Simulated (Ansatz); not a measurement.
# NaSnF3 (model cell, started as cubic perovskite with Sn in the octahedra): a soft mode frozen in, part 2 of 3

Aim: this structure of NaSnF3 (model cell, started as cubic perovskite with Sn in the octahedra) is to be tested for unstable modes, and one is followed downhill.

Ansatz 0.2.0; DFT LDA, scalar-relativistic, plane waves, PAW; PAW set soft_1.

So far, highest frequency on the path or at a solved wavevector (cm⁻¹): step 2 (the dispersion) 395. Also lowest frequency on the path (cm⁻¹): step 2 -193.

The structure was built from a prototype and need not be the compound's stable phase.

**6. Relaxation from the frozen mode**

Starting from the lowest point found, all atoms and the cell are let go, so that strain and other modes of the same symmetry can join in.

input.yaml

```yaml
crystal:
  lattice:
    - [4.549909941, 0.0, 0.0]
    - [0.0, 4.549909941, 0.0]
    - [0.0, 0.0, 9.099819882]
  atoms:
    - { symbol: Na, position: [0.0, 0.0, 0.0] }
    - { symbol: Na, position: [0.0, 0.0, 0.5] }
    - { symbol: Sn, position: [0.4989181632, 0.5040203275, 0.25] }
    - { symbol: Sn, position: [0.5010818368, 0.4959796725, 0.75] }
    - { symbol: F, position: [0.5, 0.5, 0.0] }
    - { symbol: F, position: [0.5, 0.5, 0.5] }
    - { symbol: F, position: [0.5183091385, 0.0661595914, 0.25] }
    - { symbol: F, position: [0.4816908615, -0.0661595914, 0.75] }
    - { symbol: F, position: [-0.0178029977, 0.4319594855, 0.25] }
    - { symbol: F, position: [0.0178029977, 0.5680405145, 0.75] }
kpoints:
  mp_grid: { grid: [8, 8, 4] }
hamiltonian:
  xc: lda
  pseudopotentials: { kind: paw, azcp: { folder: soft_1 }, xc_functional: pbe }
scf:
  occupations: { method: fixed }
output:
  forces: true
  stress: true
  eigenvalues: true
relax:
  adjacent_minimum: "off"
  f_tol: 0.002
  max_steps: 120
  cell: { stress_tol: 0.03 }
```

On the command line:

```sh
ansatz run input.yaml --threads 4 --pin off --max-ram 16384MiB --backend cpu --events-out ev --progress --plain --runs-dir out
```

Numbers of over 12 decimals in the logs are rounded to 6 here.

Log:

```text
[...]
Crystal: 10 atoms, lattice volume = 188.382 Å³
Basis set: ecut = 420 eV, 3679 PW (Γ)
Bands: 54, of which v1, the nominal top of the filled ones, is band 44 counted from 1 (43 counted from 0)
Symmetry: 4 space group operations
[...]
k-points: 102 of 256
[...]
SCF iter   1: F=—  HF=-19470.012617 eV  |F-HF|=—  |Δ(HF+E_count)|=         —  Δρ=1.43e-1  dr2=3.22e1  ethr=3.10e-3  ⟨swp⟩=4.4  Hψ=19267  notcnv=0  defer=766
[...]
SCF iter  12: F=-19459.721598 eV  HF=-19459.721598 eV  |F-HF|=5.62e-9  |Δ(HF+E_count)|=   2.27e-8  Δρ=4.01e-6  dr2=3.50e-8  ethr=1.14e-10  ⟨swp⟩=13.2  Hψ=27940  notcnv=0
SCF 1 converged in 12 iterations: F = -19459.721598 eV  dr2 = 3.50e-8
[...]
relax step   1: F+E_penalty+E_count = -19459.72159802 eV  Δ(F+E_penalty+E_count) = +0.000e0 eV  max|allowed force component| = 1.026e0 eV/Å  Δτ_max = 0.0000 Å  P = +0.518 GPa  Ω = 188.382 Å³  (12 SCF iters, dr2 threshold 1.00e-7 eV, accepted)
Crystal: 10 atoms, lattice volume = 187.678 Å³
Basis set: ecut = 420 eV, 3661 PW (Γ)
[...]
iter 1 solved again at ethr=5.15e-4 eV; its pass at ethr=3.10e-3 eV (dr2=4.53e-1 eV) is discarded
[...]
SCF iter   8: F=-19459.965722 eV  HF=-19459.965722 eV  |F-HF|=2.92e-8  |Δ(HF+E_count)|=   1.43e-7  Δρ=6.78e-6  dr2=1.29e-7  ethr=1.14e-9  ⟨swp⟩=12.8  Hψ=28283  notcnv=0
SCF 2 converged in 8 iterations: F = -19459.965722 eV  dr2 = 1.29e-7
relax step   2: F+E_penalty+E_count = -19459.96572168 eV  Δ(F+E_penalty+E_count) = -2.441e-1 eV  max|allowed force component| = 2.320e-1 eV/Å  Δτ_max = 0.1007 Å  P = -0.914 GPa  Ω = 187.678 Å³  energy of the carried Pulay correction = +1.491e-3 eV  (8 SCF iters, dr2 threshold 1.00e-6 eV, accepted)
Crystal: 10 atoms, lattice volume = 179.959 Å³
Basis set: ecut = 420 eV, 3511 PW (Γ)
[...]
SCF iter   8: F=-19460.167218 eV  HF=-19460.167218 eV  |F-HF|=3.42e-8  |Δ(HF+E_count)|=   3.33e-7  Δρ=8.30e-6  dr2=1.43e-7  ethr=1.14e-9  ⟨swp⟩=12.5  Hψ=31070  notcnv=0
SCF 3 converged in 8 iterations: F = -19460.167218 eV  dr2 = 1.43e-7
relax step   3: F+E_penalty+E_count = -19460.16721795 eV  Δ(F+E_penalty+E_count) = -2.015e-1 eV  max|allowed force component| = 2.037e-1 eV/Å  Δτ_max = 0.1235 Å  P = -0.641 GPa  Ω = 179.959 Å³  energy of the carried Pulay correction = +1.822e-2 eV  (8 SCF iters, dr2 threshold 1.00e-6 eV, accepted)
[... from here on, the SCF cycles and remarks between the steps are left out ...]
relax step   4: F+E_penalty+E_count = -19460.41158138 eV  Δ(F+E_penalty+E_count) = -2.444e-1 eV  max|allowed force component| = 1.941e-1 eV/Å  Δτ_max = 0.1151 Å  P = -0.206 GPa  Ω = 173.260 Å³  energy of the carried Pulay correction = +3.332e-2 eV  (8 SCF iters, dr2 threshold 1.00e-6 eV, accepted)
relax step   5: F+E_penalty+E_count = -19460.66954529 eV  Δ(F+E_penalty+E_count) = -2.580e-1 eV  max|allowed force component| = 1.746e-1 eV/Å  Δτ_max = 0.1103 Å  P = +0.050 GPa  Ω = 167.387 Å³  energy of the carried Pulay correction = +4.703e-2 eV  (8 SCF iters, dr2 threshold 1.00e-6 eV, accepted)
relax step   6: F+E_penalty+E_count = -19460.89854844 eV  Δ(F+E_penalty+E_count) = -2.290e-1 eV  max|allowed force component| = 1.561e-1 eV/Å  Δτ_max = 0.2000 Å  P = -0.434 GPa  Ω = 163.772 Å³  energy of the carried Pulay correction = +5.570e-2 eV  (7 SCF iters, dr2 threshold 1.00e-6 eV, accepted)
relax step   7: F+E_penalty+E_count = -19461.01397299 eV  Δ(F+E_penalty+E_count) = -1.154e-1 eV  max|allowed force component| = 1.149e-1 eV/Å  Δτ_max = 0.1844 Å  P = +0.249 GPa  Ω = 158.765 Å³  energy of the carried Pulay correction = +6.800e-2 eV  (7 SCF iters, dr2 threshold 1.00e-6 eV, accepted)
relax step   8: F+E_penalty+E_count = -19461.00723389 eV  Δ(F+E_penalty+E_count) = +6.739e-3 eV  max|allowed force component| = 3.285e-1 eV/Å  Δτ_max = 0.1935 Å  P = -1.327 GPa  Ω = 159.139 Å³  energy of the carried Pulay correction = +6.707e-2 eV  (7 SCF iters, dr2 threshold 1.00e-6 eV, rejected (line search))
relax step   9: F+E_penalty+E_count = -19461.03753824 eV  Δ(F+E_penalty+E_count) = -2.357e-2 eV  max|allowed force component| = 8.444e-2 eV/Å  Δτ_max = 0.0922 Å  P = +0.020 GPa  Ω = 157.529 Å³  energy of the carried Pulay correction = +7.109e-2 eV  (12 SCF iters, accepted)
relax step  10: F+E_penalty+E_count = -19461.04040886 eV  Δ(F+E_penalty+E_count) = -2.871e-3 eV  max|allowed force component| = 8.433e-2 eV/Å  Δτ_max = 0.0981 Å  P = +0.189 GPa  Ω = 157.512 Å³  energy of the carried Pulay correction = +7.114e-2 eV  (8 SCF iters, dr2 threshold 4.46e-7 eV, accepted)
relax step  11: F+E_penalty+E_count = -19461.04514487 eV  Δ(F+E_penalty+E_count) = -4.736e-3 eV  max|allowed force component| = 7.470e-3 eV/Å  Δτ_max = 0.0317 Å  P = -0.018 GPa  Ω = 157.774 Å³  energy of the carried Pulay correction = +7.048e-2 eV  (6 SCF iters, dr2 threshold 8.25e-7 eV, accepted)
relax step  12: F+E_penalty+E_count = -19461.04543446 eV  Δ(F+E_penalty+E_count) = -2.896e-4 eV  max|allowed force component| = 2.658e-3 eV/Å  Δτ_max = 0.0092 Å  P = -0.001 GPa  Ω = 157.702 Å³  energy of the carried Pulay correction = +7.066e-2 eV  (7 SCF iters, dr2 threshold 4.29e-9 eV, accepted)
relax step  13: F+E_penalty+E_count = -19461.04593616 eV  Δ(F+E_penalty+E_count) = -5.017e-4 eV  max|allowed force component| = 1.446e-2 eV/Å  Δτ_max = 0.0323 Å  P = +0.013 GPa  Ω = 157.616 Å³  energy of the carried Pulay correction = +7.088e-2 eV  (9 SCF iters, dr2 threshold 4.42e-10 eV, accepted)
relax step  14: F+E_penalty+E_count = -19461.05061463 eV  Δ(F+E_penalty+E_count) = -4.678e-3 eV  max|allowed force component| = 1.206e-1 eV/Å  Δτ_max = 0.1994 Å  P = +0.020 GPa  Ω = 157.005 Å³  energy of the carried Pulay correction = +7.241e-2 eV  (10 SCF iters, dr2 threshold 1.31e-8 eV, accepted)
relax step  15: F+E_penalty+E_count = -19461.05225100 eV  Δ(F+E_penalty+E_count) = -1.636e-3 eV  max|allowed force component| = 2.416e-1 eV/Å  Δτ_max = 0.1923 Å  P = -0.046 GPa  Ω = 156.337 Å³  energy of the carried Pulay correction = +7.410e-2 eV  (8 SCF iters, dr2 threshold 9.10e-7 eV, rejected (line search))
relax step  16: F+E_penalty+E_count = -19461.05973995 eV  Δ(F+E_penalty+E_count) = -9.125e-3 eV  max|allowed force component| = 1.341e-1 eV/Å  Δτ_max = 0.0919 Å  P = +0.089 GPa  Ω = 156.644 Å³  energy of the carried Pulay correction = +7.332e-2 eV  (12 SCF iters, accepted)
[...]
relax step  28: F+E_penalty+E_count = -19461.26999881 eV  Δ(F+E_penalty+E_count) = -7.105e-3 eV  max|allowed force component| = 1.199e-1 eV/Å  Δτ_max = 0.0860 Å  P = +0.552 GPa  Ω = 159.807 Å³  energy of the carried Pulay correction = -6.847e-3 eV  (7 SCF iters, dr2 threshold 6.54e-7 eV, accepted)
relax step  29: F+E_penalty+E_count = -19461.27052962 eV  Δ(F+E_penalty+E_count) = -5.308e-4 eV  max|allowed force component| = 4.088e-2 eV/Å  Δτ_max = 0.0239 Å  P = -0.082 GPa  Ω = 160.867 Å³  energy of the carried Pulay correction = -9.440e-3 eV  (5 SCF iters, dr2 threshold 1.00e-6 eV, accepted)
relax step  30: F+E_penalty+E_count = -19461.27055940 eV  Δ(F+E_penalty+E_count) = -2.978e-5 eV  max|allowed force component| = 9.912e-3 eV/Å  Δτ_max = 0.0047 Å  P = -0.015 GPa  Ω = 160.948 Å³  energy of the carried Pulay correction = -9.638e-3 eV  (5 SCF iters, dr2 threshold 1.04e-7 eV, accepted)
relax step  31: F+E_penalty+E_count = -19461.27073187 eV  Δ(F+E_penalty+E_count) = -1.725e-4 eV  max|allowed force component| = 1.060e-3 eV/Å  Δτ_max = 0.0018 Å  P = -0.008 GPa  Ω = 160.889 Å³  energy of the carried Pulay correction = -9.497e-3 eV  (6 SCF iters, dr2 threshold 7.65e-9 eV, accepted)
relax step  32: F+E_penalty+E_count = -19461.27079191 eV  Δ(F+E_penalty+E_count) = -6.004e-5 eV  max|allowed force component| = 1.395e-3 eV/Å  Δτ_max = 0.0019 Å  P = -0.003 GPa  Ω = 160.868 Å³  energy of the carried Pulay correction = -9.448e-3 eV  (8 SCF iters, accepted)
relax step  33: F+E_penalty+E_count = -19461.28855100 eV  Δ(F+E_penalty+E_count) = -1.776e-2 eV  max|allowed force component| = 1.542e-3 eV/Å  Δτ_max = 0.0000 Å  P = +0.182 GPa  Ω = 160.868 Å³  stress off target by 4.55e-1 GPa  SCF on the basis re-selected at this cell (its energy is not comparable with the rows above)  (7 SCF iters)
relax step  34: F+E_penalty+E_count = -19461.28858851 eV  Δ(F+E_penalty+E_count) = -3.750e-5 eV  max|allowed force component| = 7.549e-3 eV/Å  Δτ_max = 0.0174 Å  P = +0.054 GPa  Ω = 161.852 Å³  energy of the carried Pulay correction = -2.529e-3 eV  (6 SCF iters, dr2 threshold 5.17e-7 eV, accepted)
relax step  35: F+E_penalty+E_count = -19461.28687065 eV  Δ(F+E_penalty+E_count) = +1.718e-3 eV  max|allowed force component| = 1.491e-2 eV/Å  Δτ_max = 0.0094 Å  P = +0.026 GPa  Ω = 162.523 Å³  energy of the carried Pulay correction = -4.314e-3 eV  (7 SCF iters, dr2 threshold 3.35e-8 eV, accepted)
relax step  36: F+E_penalty+E_count = -19461.28727743 eV  Δ(F+E_penalty+E_count) = -4.068e-4 eV  max|allowed force component| = 7.348e-3 eV/Å  Δτ_max = 0.0055 Å  P = -0.020 GPa  Ω = 162.445 Å³  energy of the carried Pulay correction = -4.107e-3 eV  (6 SCF iters, dr2 threshold 3.09e-8 eV, accepted)
relax step  37: F+E_penalty+E_count = -19461.28751682 eV  Δ(F+E_penalty+E_count) = -2.394e-4 eV  max|allowed force component| = 5.583e-3 eV/Å  Δτ_max = 0.0020 Å  P = +0.012 GPa  Ω = 162.360 Å³  energy of the carried Pulay correction = -3.880e-3 eV  (6 SCF iters, dr2 threshold 3.37e-9 eV, accepted)
relax step  38: F+E_penalty+E_count = -19461.28719858 eV  Δ(F+E_penalty+E_count) = +3.182e-4 eV  max|allowed force component| = 1.070e-3 eV/Å  Δτ_max = 0.0047 Å  P = -0.001 GPa  Ω = 162.493 Å³  energy of the carried Pulay correction = -4.234e-3 eV  (7 SCF iters, dr2 threshold 1.95e-9 eV, accepted)
relax step  39: F+E_penalty+E_count = -19461.29196362 eV  Δ(F+E_penalty+E_count) = -4.765e-3 eV  max|allowed force component| = 1.230e-3 eV/Å  Δτ_max = 0.0000 Å  P = +0.014 GPa  Ω = 162.493 Å³  stress off target by 7.59e-2 GPa  SCF on the basis re-selected at this cell (its energy is not comparable with the rows above)  (6 SCF iters)
relax step  40: F+E_penalty+E_count = -19461.29143877 eV  Δ(F+E_penalty+E_count) = +5.249e-4 eV  max|allowed force component| = 5.181e-3 eV/Å  Δτ_max = 0.0040 Å  P = +0.010 GPa  Ω = 162.752 Å³  energy of the carried Pulay correction = -6.485e-4 eV  (6 SCF iters, dr2 threshold 1.44e-8 eV, accepted)
relax step  41: F+E_penalty+E_count = -19461.29139775 eV  Δ(F+E_penalty+E_count) = +4.102e-5 eV  max|allowed force component| = 2.886e-3 eV/Å  Δτ_max = 0.0021 Å  P = -0.005 GPa  Ω = 162.770 Å³  energy of the carried Pulay correction = -6.948e-4 eV  (6 SCF iters, dr2 threshold 1.68e-9 eV, accepted)
relax step  42: F+E_penalty+E_count = -19461.29141258 eV  Δ(F+E_penalty+E_count) = -1.483e-5 eV  max|allowed force component| = 1.873e-4 eV/Å  Δτ_max = 0.0006 Å  P = -0.000 GPa  Ω = 162.765 Å³  energy of the carried Pulay correction = -6.816e-4 eV  (5 SCF iters, dr2 threshold 5.20e-10 eV, accepted)
[...]
SCF iter   4: F=-19461.292095 eV  HF=-19461.292095 eV  |F-HF|=1.46e-11  |Δ(HF+E_count)|=   3.59e-8  Δρ=2.61e-7  dr2=3.11e-11  ethr=1.00e-12  ⟨swp⟩=11.4  Hψ=34815  notcnv=0
SCF 43 converged in 4 iterations: F = -19461.292095 eV  dr2 = 3.11e-11
relax step  43: F+E_penalty+E_count = -19461.29209502 eV  Δ(F+E_penalty+E_count) = -6.824e-4 eV  max|allowed force component| = 1.833e-4 eV/Å  Δτ_max = 0.0000 Å  P = +0.001 GPa  Ω = 162.765 Å³  stress off target by 1.53e-2 GPa  SCF on the basis re-selected at this cell (its energy is not comparable with the rows above)  (4 SCF iters)
[...]
SCF converged after 4 iterations
Free energy (F): -19461.292095 eV
[...]
Internal energy: -19461.292095 eV  (E = F + TS)
E sigma→0 (E₀):  -19461.292095 eV
Fermi energy:    4.539640 eV
[...]
--- Forces (eV/Å), atoms counted from 1 ---
  atom   1  Na     0.00000000     0.00000000     0.00000000
  atom   2  Na     0.00000000     0.00000000     0.00000000
  atom   3  Sn    -0.00017146    -0.00002988     0.00000000
  atom   4  Sn     0.00017146     0.00002988    -0.00000000
  atom   5  F     -0.00000000     0.00000000     0.00000000
  atom   6  F      0.00000000     0.00000000     0.00000000
  atom   7  F      0.00018326    -0.00010433    -0.00000000
  atom   8  F     -0.00018326     0.00010433     0.00000000
  atom   9  F      0.00011570    -0.00000171    -0.00000000
  atom  10  F     -0.00011570     0.00000171     0.00000000
  max |Σ_I F_I| component: 1.36e-20 eV/Å
--- Stress (GPa, compression-positive) ---
        0.012662       0.007409       0.000000
        0.007409      -0.005203       0.000000
        0.000000       0.000000      -0.003162
  P = ⅓ Tr σ = 0.0014 GPa (0.014 kbar)
--- Band table (eV; the first three rows and the last of 102) ---
  k-point 0: bands = [... 40 lower, 1.1601, 1.2504, 1.8377, 3.3547, 7.1394, 8.8515, 9.9360, 10.4656, ... 6 higher]
  k-point 1: bands = [... 40 lower, 1.1367, 1.2124, 1.9733, 3.0280, 7.4802, 8.7088, 9.8876, 10.3217, ... 6 higher]
  k-point 2: bands = [... 40 lower, 1.1407, 1.1407, 2.4093, 2.4093, 8.1699, 8.1699, 10.0231, 10.0231, ... 6 higher]
  k-point 101: bands = [... 40 lower, 1.3239, 1.3239, 3.8451, 3.8451, 8.0687, 8.0687, 9.4301, 9.4301, ... 6 higher]
--- Relaxed structure (39 steps of the walk, 36 accepted, 4 SCFs on fresh bases) ---
  F+E_penalty+E_count = -19461.29209502 eV   max|allowed force component| = 1.833e-4 eV/Å   (the final SCF, on the basis selected at the relaxed cell)
  cell:  # Å, volume = 162.7648 Å³
    - [4.602446, 1.023692, 0.0]
    - [1.023692, 4.240903, 0.0]
    - [0.0, 0.0, 8.812111]
  atoms:
    - { symbol: Na, position: [1.1432006325285656e-18, 3.5386199881290745e-19, 0] }
    - { symbol: Na, position: [1.1432006325285654e-18, 3.5386199881290726e-19, 0.5] }
    - { symbol: Sn, position: [0.415643, 0.452437, 0.25] }
    - { symbol: Sn, position: [0.584357, 0.547563, 0.75] }
    - { symbol: F, position: [0.500000, 0.5, 0] }
    - { symbol: F, position: [0.500000, 0.5, 0.5] }
    - { symbol: F, position: [0.546613, -0.132668, 0.25] }
    - { symbol: F, position: [0.453387, 0.132668, 0.75] }
    - { symbol: F, position: [-0.099653, 0.176052, 0.25] }
    - { symbol: F, position: [0.099653, 0.823948, 0.75] }
```

The job ended after 10 min (4 threads of Arm Neoverse V2, shared host; peak memory 1 GiB).

(Part 2 of 3 ends here.)

[Logs are printed without paths, hosts, clocks, repeated set-up lines and the standing remarks that a program may print on its own settings, such as how far it seeks lower states.]

[Hosts, paths, dates, database ids (printed as entryN), source tags and the programs' standing remarks are cut or masked in the printed files.]
